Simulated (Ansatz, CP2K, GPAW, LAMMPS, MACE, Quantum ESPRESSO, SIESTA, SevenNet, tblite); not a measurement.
## Codes compared on glassy 48SiO2-36B2O3-8MgO-8CaO (mol %) (89 atoms)

Aim: run glassy 48SiO2-36B2O3-8MgO-8CaO (mol %) (89 atoms) in several programs and set results and cost side by side. A plane-wave run serves as the reference.

Method: Kohn-Sham DFT, PBE, PAW, plane waves, in Ansatz 0.2.0.

**1. The structure**

The cell holds 89 atoms: 12 Si, 18 B, 2 Mg, 2 Ca and 55 O. Cell: a = 10.205 Å, b = 10.205 Å, c = 10.205 Å, α = 90.0°, β = 90.0°, γ = 90.0°. 89 atoms (12 Si, 18 B, 2 Mg, 2 Ca, 55 O) placed at random at 2.19 g/cm³, melted at 3000 K for 20 ps at fixed volume with the Buckingham and Coulomb pair potential of Guillot and Sator (Geochim. Cosmochim. Acta 71, 1249 (2007)) with the boron terms of Wang et al. (J. Non-Cryst. Solids 498, 294 (2018)). Quenched from 3000 K to 300 K at 50 K/ps and fixed volume, held 10 ps at zero pressure.

**2. Plane-wave reference**

The PAW files are the set soft_2.

input.yaml reads:

```yaml
crystal:
  lattice:
    - [10.20454, 0.0, 0.0]
    - [0.0, 10.20454, 0.0]
    - [0.0, 0.0, 10.20454]
  atoms:
    - { symbol: Si, position: [0.22573, 0.49602, 0.24798] }
    - { symbol: Si, position: [0.858, 0.01926, 0.84136] }
    - { symbol: Si, position: [0.39062, 0.12695, 0.13272] }
    - { symbol: Si, position: [0.54053, 0.89427, 0.6985] }
    [... 79 atom lines left out ...]
    - { symbol: O, position: [0.04578, 0.31654, 0.82589] }
    - { symbol: O, position: [0.80747, 0.46746, 0.18579] }
    - { symbol: O, position: [0.60532, 0.02613, 0.6366] }
    - { symbol: O, position: [0.51477, 0.20373, 0.75731] }
    - { symbol: O, position: [0.9381, 0.68556, 0.12028] }
    - { symbol: O, position: [0.84952, 0.8815, 0.75413] }
kpoints:
  mp_grid: { grid: [1, 1, 1] }
hamiltonian:
  xc: pbe
scf:
  occupations: { method: fermi_dirac, width: 0.05 }
output:
  forces: true
  eigenvalues: true
  populations: true
  stress: true
```

The run is started by

```sh
> ansatz run input.yaml --threads 4 --pin off --max-ram 15872MiB --backend cpu --events-out ev --progress --plain --runs-dir out
```

Numbers of over 12 decimals in the logs are rounded to 6 here.

The program printed:

```text
[...]
Pseudopotentials: kind: paw
Pseudopotential: Si, paw, valence charge 4, recommended cutoff 420 eV (normal), Si.paw.azcp
Pseudopotential: B, paw, valence charge 3, recommended cutoff 420 eV (normal), B.paw.azcp
Pseudopotential: Mg, paw, valence charge 10, recommended cutoff 420 eV (normal), Mg.paw.azcp
Pseudopotential: Ca, paw, valence charge 10, recommended cutoff 420 eV (normal), Ca.paw.azcp
Pseudopotential: O, paw, valence charge 6, recommended cutoff 420 eV (normal), O.paw.azcp
[... 5 lines on functional and potentials left out ...]
Crystal: 89 atoms, lattice volume = 1062.626 Å³
Basis set: ecut = 420 eV, 20719 PW (Γ), exchange–correlation on 144×144×144 points (8 copies of the dense FFT grid, shifted against one another)
Bands: 325, of which v1, the nominal top of the filled ones, is band 236 counted from 1 (235 counted from 0)
Symmetry: 1 space group operations
Space group: P1 (ITA 1), of the structure as read, at distance tolerance 1.0e-4 Å
k-points: 1
[... 11 lines on functional and potentials left out ...]
Initial density: superposition of atomic densities (neutral atoms: chi_scale 0, normalization atom), corrected by the library's trained network
Initial wavefunctions: pseudopotential atomic-orbital guess
[...]
SCF iter   1: F=—  HF=-49207.034788 eV  |F-HF|=—  |Δ(HF+E_count)|=         —  Δρ=3.71e-3  dr2=1.82e-1  ethr=1.77e-3  ⟨swp⟩=7.0  Hψ=1584  notcnv=0  defer=58
preconditioner: auto → Resta (q_TF=auto, 2.383 Å⁻¹)  ε∞=3.2  [insulator: Δε(μ)=3.251 eV  Ē_g=16.327 eV  σ=0.050 eV  W_gap=1.00  n_scr=250 (ndim 8)  ℏωp=24.2 eV  f_vac=0.157  D(μ)=0.00/eV (n_scr^D=0)  ε∞_Penn≈3.2]
[...]
SCF iter   8: F=—  HF=-49207.019191 eV  |F-HF|=—  |Δ(HF+E_count)|=   1.53e-6  Δρ=1.11e-5  dr2=1.20e-6  ethr=8.19e-10  ⟨swp⟩=2.0  Hψ=417  notcnv=0  defer=81
SCF iter   9: F=-49207.019191 eV  HF=-49207.019191 eV  |F-HF|=1.24e-8  |Δ(HF+E_count)|=   2.62e-8  Δρ=2.56e-6  dr2=7.60e-8  ethr=2.12e-11  ⟨swp⟩=16.0  Hψ=2263  notcnv=0
SCF 1 converged in 9 iterations: F = -49207.019191 eV  dr2 = 7.60e-8
[...]
SCF converged after 9 iterations
Free energy (F): -49207.019191 eV
Harris-Foulkes:  -49207.019191 eV  (|F-HF|=1.24e-8)
Internal energy: -49207.019191 eV  (E = F + TS)
E sigma→0 (E₀):  -49207.019191 eV
Fermi energy:    5.969034 eV
--- Per-component energies (eV) ---
[...]
Σ components = -49207.019191   (vs F -49207.019191, Δ=0.00e0)
--- Forces (eV/Å), atoms counted from 1 ---
  atom   1  Si     1.76018160     1.54196768    -0.15522949
  atom   2  Si    -3.82145052     2.53122490     0.00692151
  atom   3  Si    -1.07346691     0.44323149     0.87486102
  atom   4  Si    -1.00369846     3.84335279     1.52474488
[...]
atom  89  O      0.35496739     0.01973134     1.44129995
  max |Σ_I F_I| component: 1.78e-5 eV/Å
--- Stress (GPa, compression-positive) ---
       -0.591725       0.139765       1.297686
        0.139773      -1.062066       1.724503
        1.297678       1.724495      -3.274908
  P = ⅓ Tr σ = -1.6429 GPa (-16.429 kbar)
--- Band table (eV) ---
  k-point 0: bands = ["-70.4315", "-69.9101", "-37.2522", "-37.2022", [... 309 levels ...], "13.6559", "13.7393", "13.7678", "13.8370", "13.9419", "13.9669", "14.0625", "14.0993", "14.1814", "14.2648", "14.3185", "14.3736"]
--- Löwdin populations: 89 sites ---
  site symbol       q [e]
     0     Si      2.2241
     1     Si      2.2119
     2     Si      2.3031
[...]
88      O      6.6581
  spilling = 0.011082 (of n_electrons = 472.000000)
```

It took 15 s on 4 threads of Arm Neoverse V1, shared host; peak memory 1.3 GiB.

The column dr2 measures how far the density is from self-consistency, as an energy; F and HF (Harris–Foulkes) agree once it is small.

The run gave:

| Property | Result |
| --- | --- |
| free energy | -49207.0192 eV |
| free energy per atom | -552.8879 eV/atom |
| SCF cycles | 9 |
| pressure | -1.643 GPa |
| r.m.s. force component | 1.256 eV/Å |
| longest force | 6.213 eV/Å |
| Fermi energy | 5.969 eV |
| gap (highest filled to lowest empty level) | 2.833 eV |
| spilling of the projection | 0.01108 |

Length of the force by element:

```
element  coordination  atoms  mean length of the force (eV/Å)  spread  least  most
      B           all     18                             2.75    1.30   1.11  6.21
     Ca           all      2                             2.00    1.11  0.894  3.11
     Mg           all      2                             1.11   0.253  0.862  1.37
      O           all     55                             1.39   0.662  0.354  3.64
     Si           all     12                             2.82    1.11   1.32  4.58
```

Löwdin charges by element (they lack the spilled electrons, 0.059 e an atom on average):

```
element  coordination  atoms  mean charge (e)  spread   least    most
      B           all     18            0.630  0.0598   0.504   0.716
     Ca           all      2             1.79  0.0017    1.79    1.80
     Mg           all      2             1.67   0.018    1.65    1.69
      O           all     55           -0.622   0.130  -0.867  -0.379
     Si           all     12             1.76  0.0258    1.70    1.79
```

The levels nearest the highest filled one (over half full), pooled over k-points and spins:

```
level less the highest filled one (eV)  occupation
                                 -1.17           2
                                 -1.15           2
                                -0.981           2
                                -0.691           2
                                -0.340           2
                                     0           2
                                  2.83           0
                                  3.34           0
                                  3.56           0
                                  3.86           0
                                  3.99           0
                                  4.03           0
```

The run ends at a pressure of -1.64 GPa, with forces up to 6.2 eV/Å.

**3. Local order**

Density 2.41 g/cm³, 11.94 Å³ an atom.

Pair distribution functions g(r), in bins of 0.2 Å:

```
r (Å)  total   O-O   O-B   O-Si  O-Ca  O-Mg   B-B
 1.30   1.64  0.00  6.55   0.00  0.00  0.00  0.00
 1.50   1.68  0.00  5.87   1.29  0.00  0.00  0.00
 1.70   1.69  0.00  0.00  10.16  0.00  0.00  0.00
 1.90   0.11  0.00  0.00   0.00  0.00  4.10  0.00
 2.10   0.10  0.00  0.00   0.00  0.00  3.62  0.00
 2.30   0.73  1.55  0.00   0.00  2.82  0.78  0.00
 2.50   1.07  2.37  0.13   0.00  3.67  0.58  0.39
 2.70   1.28  2.19  0.06   0.08  1.07  0.00  3.62
 2.90   0.77  0.67  0.45   0.47  1.37  0.92  0.32
 3.10   0.84  0.95  0.83   0.33  0.00  1.99  0.00
 3.30   0.91  0.77  1.19   1.01  0.37  0.34  0.46
 3.50   0.93  0.64  1.40   1.06  0.93  1.54  0.62
 3.70   1.19  1.09  1.46   1.64  0.84  0.28  0.56
 3.90   1.21  0.47  1.86   2.19  1.50  0.76  1.56
 4.10   1.06  0.77  1.12   1.51  0.69  1.14  1.40
 4.30   1.01  1.05  0.88   0.96  1.26  1.64  0.85
 4.50   1.04  1.20  0.85   0.73  1.74  1.33  1.16
 4.70   1.06  1.23  0.99   0.78  1.55  0.88  1.42
 4.90   1.05  1.35  0.71   0.83  0.96  0.96  1.08
```

Bonds by pair of elements; cutoffs follow the first minimum of g(r), held within bounds set by covalent radii, and pairs that aren't listed don't count as bonded:

```
pair A-B  cutoff (Å)  bonds  mean length (Å)  spread (Å)  shortest (Å)  B about A  A about B
     O-B        1.83     58             1.42        0.04          1.36       1.05       3.22
    O-Si        2.12     48             1.64       0.033          1.58      0.873          4
    O-Ca        2.83     13             2.50       0.151          2.30      0.236        6.5
    O-Mg        2.43      9             2.03       0.101          1.88      0.164        4.5
```

The cutoff for O-Ca falls short of the minimum of g(r), so counts run low and odd coordinations can be artefacts.

How many atoms have how many bonded neighbours:

```
element  mean   2   3   4  5  6  7
      B  3.22   0  14   4  0  0  0
     Ca   6.5   0   0   0  0  1  1
     Mg   4.5   0   0   1  1  0  0
      O  2.33  37  18   0  0  0  0
     Si     4   0   0  12  0  0  0
```

Oxygen atoms by the number of network formers (Si, P, Ge, B, Al, As, Ga) bound to them:

```
network formers bound to O  O atoms  per cent
                         0        0         0
                         1        4       7.3
                         2       51      92.7
```

Network units: each former by its oxygen neighbours and how many of them bridge to another former:

```
former  O neighbours  bridging O  atoms
    Si             4           4     12
     B             3           1      1
     B             3           2      1
     B             3           3     12
     B             4           3      1
     B             4           4      3
```

Rings of the network by King's shortest-path rule, up to 12 atoms, one path for each pair of neighbours; H, halogens, alkali and alkaline-earth atoms are left out, and the last column divides by all other atoms, bonded or not:

```
ring size (atoms)  rings  per network atom
                8      2             0.024
               10      6             0.071
               12      5             0.059
```

**4. What was run beside it**

The programs:
- CP2K 2026.2: Gaussian basis with GTH pseudopotentials and a plane-wave density; labels give functional, basis (MOLOPT sets; SR short-range, UZH the newer set with its own potentials), grid cutoff/relative cutoff and solver (OT: orbital transformation; TRS4, TC2, SIGN: linear-scaling purification with its sparsity filter), or its built-in tight binding.
- GPAW 26.7.0: PAW with atomic orbitals (LCAO), plane waves or a real-space grid of spacing h.
- MACE: machine-learned potential, published weights.
- Quantum ESPRESSO 7.5: plane waves; labels (QE) give functional, pseudopotential set and cutoffs of waves/density.
- SIESTA 5.4.2: numerical atomic orbitals, whose automatically made sets are far from complete, with PseudoDojo norm-conserving potentials that we converted to its format (checked against plane waves on the same files for H, C, O, Si, Ge and Ca alone); labels give functional, basis size, energy shift and mesh cutoff.
- SevenNet: machine-learned potential, published weights.
- tblite 0.8.0: extended tight binding, driven from Python.

All use the same cell and atoms; the electronic-structure runs use the same k-mesh, and an electronic temperature of 580 K (0.05 eV) where levels are smeared.

(Part 1 of 2 ends here.)

[Also dropped from logs without a mark: logging warnings of Python, and SIESTA's first energy breakdown and zero terms.]

[Logs are printed without paths, hosts, clocks, repeated set-up lines and the standing remarks that a program may print on its own settings, such as how far it seeks lower states.]

[Hosts, paths, dates, database ids (printed as entryN), source tags and the programs' standing remarks are cut or masked in the printed files.]
